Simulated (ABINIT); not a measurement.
# Calculated records

```xyz
2
Lattice="0.000 2.735 2.735 2.735 0.000 2.735 2.735 2.735 0.000" Properties=species:S:1:pos:R:3 pbc="T T T" subject="How the form of the self-energy moves the gap of AgCl (Chlorargyrite)" method="RPA screening on PBE, plane waves, norm-conserving pseudopotentials (and 3 further levels or steps)" program="ABINIT 10.8.3" settings="cutoff 37 Ha, PseudoDojo scalar-relativistic 0.4.1 standard, norm-conserving, ngkpt (4, 4, 4), nband 89, ecuteps 5.2 Ha, gwcalctyp 2, nfreqre 16, nfreqim 8, inclvkb 2, freqremax 40 eV, spmeth 1, nomegasf 120, shiftk (0, 0, 0), symchi 1, awtr 1, frequency cd, 4×4×4 k-mesh" cost="8 runs, 1.8 min in all on 4 MPI ranks of Intel Xeon Platinum 8488C (Sapphire Rapids), shared host" notes="The database entry behind the starting cell differs from other determinations of this structure. The program’s warnings: Min real frequency set to default [Ha] =. The cell and positions come from the Crystallography Open Database and are kept as given unless a step says otherwise. Limits: d shell near the gap, gap tends to lie low; no spin-orbit coupling. The 4×4×4 mesh is coarse for this cell, which bears on the long-range parts of exchange and screening." g0w0_godby_needs_plasmon_pole="2.058 eV" g0w0_hybertsen_louie_plasmon_pole="1.914 eV" g0w0_engel_farid_plasmon_pole="1.945 eV" one_shot_hartree_fock="10.124 eV" g0w0_contour_deformation="2.048 eV" known_limits="short of the basis limit; d shell near the gap, gap tends to lie low; no spin-orbit coupling; coarse k mesh"
Ag    0.000    0.000    0.000
Cl    2.735    2.735    2.735
```

[Long decimals in the printed logs are rounded to 6 places.]

[Logs are printed without paths, hosts, clocks, repeated set-up lines and the standing remarks that a program may print on its own settings, such as how far it seeks lower states.]

[Paths, hosts, dates, memory and timing lines, banners, echoed tables and standing remarks are left out of the program output; an Ansatz launch command may be rebuilt from the run's recorded settings. Measured values are a selection of at most five: reports struck by readers or far from the other reports are left out. None is set beside runs whose start may be inverted or whose files or cutoffs have a known fault.]

[Runs of the session that timed out or met a known fault of the program may be left out.]

[Hosts, paths, dates, database ids (printed as entryN), source tags and the programs' standing remarks are cut or masked in the printed files.]

[G0W0 gaps are taken among the corrected bands and points alone; a level outside them can change the order at an edge.]

[Where Ansatz stands beside ABINIT at settings called matched, ABINIT's density can come from a denser mesh and the files from another edition; pairs whose starting gaps differed by over 0.03 eV were left out, so agreement reads better than it is.]
